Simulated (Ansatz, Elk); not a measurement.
## How far do independent atoms describe TlMo?

Structure refinements treat a crystal as free atoms side by side. For a made-up structure of TlMo (cell and positions from a PBEsol relaxation) the runs below show what the calculated density changes in F(hkl).

Main program and level: Elk 11.2.3 (patched build); DFT, PBE, all-electron APW+lo, Dirac cores, scalar-relativistic bands, static density, no spin.

This account leaves out most program logs.

The structure was built from a prototype and need not be the compound's stable phase.

## (1) The structure

The structure is hexagonal, space group P-6m2 (No. 187). The conventional cell has a = 3.036 Å, b = 3.036 Å, c = 4.662 Å, α = 90.00°, β = 90.00°, γ = 120.00°. Nearest to Tl lie 6 Mo at 2.92 Å and 6 Tl at 3.04 Å. Mo has 6 Tl at 2.92 Å and 6 Mo at 3.04 Å nearest. Farther neighbours are not listed.

Coordinates:

```cif
data_structure
_symmetry_space_group_name_H-M 'P-6m2'
_symmetry_Int_Tables_number 187
_cell_length_a 3.0358
_cell_length_b 3.0358
_cell_length_c 4.6622
_cell_angle_alpha 90.000
_cell_angle_beta 90.000
_cell_angle_gamma 120.000
_cell_volume 37.21
loop_
_atom_site_label
_atom_site_type_symbol
_atom_site_symmetry_multiplicity
_atom_site_Wyckoff_symbol
_atom_site_fract_x
_atom_site_fract_y
_atom_site_fract_z
_atom_site_occupancy
Tl1 Tl 1 a 0.00000 0.00000 0.00000 1
Mo1 Mo 1 d 0.33333 0.66667 0.50000 1
```

## (2) Ground state and structure factors

An all-electron density is needed, since X-rays see the cores too. Task 0 finds the density and task 195 Fourier-transforms it; tshift is off so that phases refer to the origin typed.

Input file elk.in:

```
tasks
  0
  195

xctype
  20

spinpol
  .false.

rgkmax
  7.0

gmaxvr
  14.0

lmaxo
  7

lmaxapw
  8

swidth
  0.002

tshift
  .false.

ramdisk
  .false.

hmaxvr
  5.5

maxscl
  120

epspot
  1e-06

sppath
  './'

avec
  5.73687420474 0.00000000000 0.00000000000
  -2.86843710237 4.96827879962 0.00000000000
  0.00000000000 0.00000000000 8.81027950274

atoms
  2
  'Tl.in'
  1
  -0.0000000000 -0.0000000000 0.0000000000   0.000000 0.000000 0.000000
  'Mo.in'
  1
  0.3333333333 0.6666666667 0.5000000000   0.000000 0.000000 0.000000

ngridk
  8 8 5
```

Command:

```sh
> OMP_NUM_THREADS=4 elk
```

The job ended after 10 s (4 threads of Intel Xeon Platinum 8559C (Emerald Rapids), shared host; peak memory 0.15 GiB).

SFACRHO.OUT:

```text

h k l indices transformed by vhmat matrix:
   1.000000000       0.000000000       0.000000000    
   0.000000000       1.000000000       0.000000000    
   0.000000000       0.000000000       1.000000000    

      h      k      l  multipl.   |H|            Re(F)            Im(F)           |F|

      0      0      0      1   0.0000000       123.00000      0.75318987E-17   123.00000    
      0      0     -1      2  0.71316526       37.869345     -0.44209958E-14   37.869345    
      1      0      0      3   1.2646604       52.819631       28.925266       60.221129    
     -1      0      0      3   1.2646604       52.819631      -28.925266       60.221129    
      0      0     -2      2   1.4263305       99.728191      0.77962054E-14   99.728191    
     -1      0      1      6   1.4518852       83.199645       27.654616       87.675303    
      0     -1     -1      6   1.4518852       83.199645      -27.654616       87.675303    
      0      1      2      6   1.9062488       47.437207      -25.028415       53.634972    
      0     -1     -2      6   1.9062488       47.437207       25.028415       53.634972    
      0      0     -3      2   2.1394958       31.728923      0.38918481E-13   31.728923    
      1      1      0      6   2.1904560       86.046626     -0.28611448E-13   86.046626    
      2     -1      1     12   2.3036281       31.012271      0.16731326E-07   31.012271    
      0     -1     -3      6   2.4853185       68.602265      -22.171354       72.096045    
      0      1      3      6   2.4853185       68.602265       22.171354       72.096045    
     -2      2      0      3   2.5293207       42.601156      -22.015335       47.953451    
     -2      0      0      3   2.5293207       42.601156       22.015335       47.953451    
     -1     -1     -2     12   2.6139082       79.426085      0.11282402E-13   79.426085    
      2     -2      1      6   2.6279399       66.821958      -21.560014       70.214018
```

Elk indexes on the primitive cell of elk.in and gives |H| = 4π sin θ/λ in inverse bohr. Below, one row stands for each form hkl of the conventional cell (m members, Friedel mates merged), F is for one primitive cell and the density is static (no thermal factor). Free-atom factors are Waasmaier and Kirfel's, and R is Σm||F|−|F'||/Σm|F|.

```csv
hkl,m,sin θ/λ (Å⁻¹),"abs F, DFT",neutral atoms,diff.,abs of complex diff.
001,2,0.107,37.869,37.962,-0.093,0.093
100,6,0.190,60.221,60.317,-0.096,0.256
002,2,0.214,99.728,100.091,-0.363,0.363
101,12,0.218,87.675,88.011,-0.336,0.377
102,12,0.287,53.635,53.702,-0.067,0.091
003,2,0.322,31.729,31.880,-0.151,0.151
110,6,0.329,86.047,86.009,+0.038,0.038
111,12,0.346,31.012,31.120,-0.108,0.108
103,12,0.374,72.096,71.997,+0.100,0.118
200,6,0.380,47.953,47.988,-0.035,0.175
112,12,0.393,79.426,79.346,+0.080,0.080
201,12,0.395,70.214,70.120,+0.094,0.134
004,2,0.429,76.229,75.975,+0.253,0.253
202,12,0.437,44.951,44.949,+0.002,0.086
```

## (3) The highest occupied states alone

An energy window below the Fermi level keeps the highest occupied states, to see at which angles they scatter; shallow core shells can lie inside it and anion s states outside. No new self-consistency is needed.

elk.in: that of step 2 with these lines changed.

```diff
@@ -1,3 +1,2 @@
 tasks
-  0
   195
@@ -40,2 +39,5 @@
 
+wsfac
+  -0.080530 0.660460
+
 sppath
```

Command:

```sh
> OMP_NUM_THREADS=4 elk
```

It took 2.6 s on 4 threads; peak memory 0.16 GiB; 5.3 s of CPU time.

States within 12 eV below the Fermi level hold 15.08 electrons; any levels below the window count with the cores, and a count that is not whole means the window cuts a band. Their amplitudes can exceed the total, where window and core parts have opposite phase:

```csv
hkl,sin θ/λ (Å⁻¹),"abs F, window","abs F, all"
001,0.107,2.592,37.869
100,0.190,3.370,60.221
002,0.214,3.682,99.728
101,0.218,3.489,87.675
102,0.287,1.273,53.635
003,0.322,0.417,31.729
110,0.329,1.355,86.047
111,0.346,0.697,31.012
103,0.374,0.452,72.096
200,0.380,0.525,47.953
```

## (4) Another functional

The difference from free atoms is small, so it is set against the change that PBEsol makes.

elk.in: that of step 3 with these lines changed.

```diff
@@ -1,2 +1,3 @@
 tasks
+  0
   195
@@ -4,3 +5,3 @@
 xctype
-  20
+  22
 
@@ -39,5 +40,2 @@
 
-wsfac
-  -0.080530 0.660460
-
 sppath
```

Command:

```sh
> OMP_NUM_THREADS=4 elk
```

The job ended after 9.9 s (4 threads; peak memory 0.16 GiB).

Against the first run R = 0.01 %; the largest change is -0.015 at 002.

## (5) A coarser k-mesh

About half the k-points along each axis test the sampling.

elk.in: that of step 4 with these lines changed.

```diff
@@ -5,3 +5,3 @@
 xctype
-  22
+  20
 
@@ -58,2 +58,2 @@
 ngridk
-  8 8 5
+  4 4 2
```

Command:

```sh
> OMP_NUM_THREADS=4 elk
```

Wall time 6.8 s (4 threads); peak memory 0.16 GiB; 16 s of CPU time.

Against the first run R = 0.00 %; the largest change is -0.035 at 004.

## (6) Basis size

The basis and the expansions that go with it are enlarged, to see whether the differences are converged.

elk.in: that of step 5 with these lines changed.

```diff
@@ -11,12 +11,12 @@
 rgkmax
-  7.0
+  8.5
 
 gmaxvr
-  14.0
+  18.0
 
 lmaxo
-  7
+  9
 
 lmaxapw
-  8
+  10
 
@@ -58,2 +58,2 @@
 ngridk
-  4 4 2
+  8 8 5
```

Command:

```sh
> OMP_NUM_THREADS=4 elk
```

It took 18 s on 4 threads; peak memory 0.21 GiB; 52 s of CPU time.

Against the first run R = 0.00 %; the largest change is -0.012 at 112.

## (7) Settings against the effect

```csv
run,R against the first run (%),"R against neutral atoms, low angle (%)",wall time
"PBE, rgkmax 7",0.00,0.27,10 s
PBEsol,0.01,0.28,9.9 s
k-mesh 4×4×2,0.00,0.27,6.8 s
rgkmax 8.5 with larger expansions,0.00,0.27,18 s
```

## (8) Outcome

```
R against neutral atoms, sin θ/λ < 0.3 Å⁻¹ : 0.27 %
R against neutral atoms, 0.3 to 0.83 Å⁻¹   : 0.13 %
```

Independent neutral atoms miss the calculated amplitudes by R = 0.27 % below 0.3 Å⁻¹ and 0.13 % from there to 0.83 Å⁻¹; by shells, 0.24 % below 0.15 Å⁻¹ (1 form), 0.27 % 0.15 to 0.3 (4 forms), 0.13 % 0.3 to 0.45 (9 forms), 0.13 % above 0.45 (43 forms). Bonding, aspherical density and the tables' own atoms all enter these figures, and the runs don't part them. The largest change of an amplitude is -0.36 electrons, at 002. R counts amplitudes alone; phases shift too. The window's part falls from 15.1 electrons at the origin to at most 0.28 between 0.45 and 0.83 Å⁻¹. The window holds more than the 9 outer electrons of the free atoms, so shallow core shells lie inside it. Below 0.3 Å⁻¹ the changes that finished (PBEsol, k-mesh 4×4×2 and rgkmax 8.5 with larger expansions) move F by R = 0.01 % at most, against the 0.27 % that separates it from free atoms. These runs have no spin, though d or f shells may be open. Spin-orbit coupling is left out, which can matter for elements this heavy. Part of the difference isn't bonding: the tables are fits to free atoms and ions calculated by other methods than this functional. Thermal motion, anomalous dispersion and extinction are left out.

[Logs are printed without paths, hosts, clocks, repeated set-up lines and the standing remarks that a program may print on its own settings, such as how far it seeks lower states.]

[Hosts, paths, dates, database ids (printed as entryN), source tags and the programs' standing remarks are cut or masked in the printed files.]
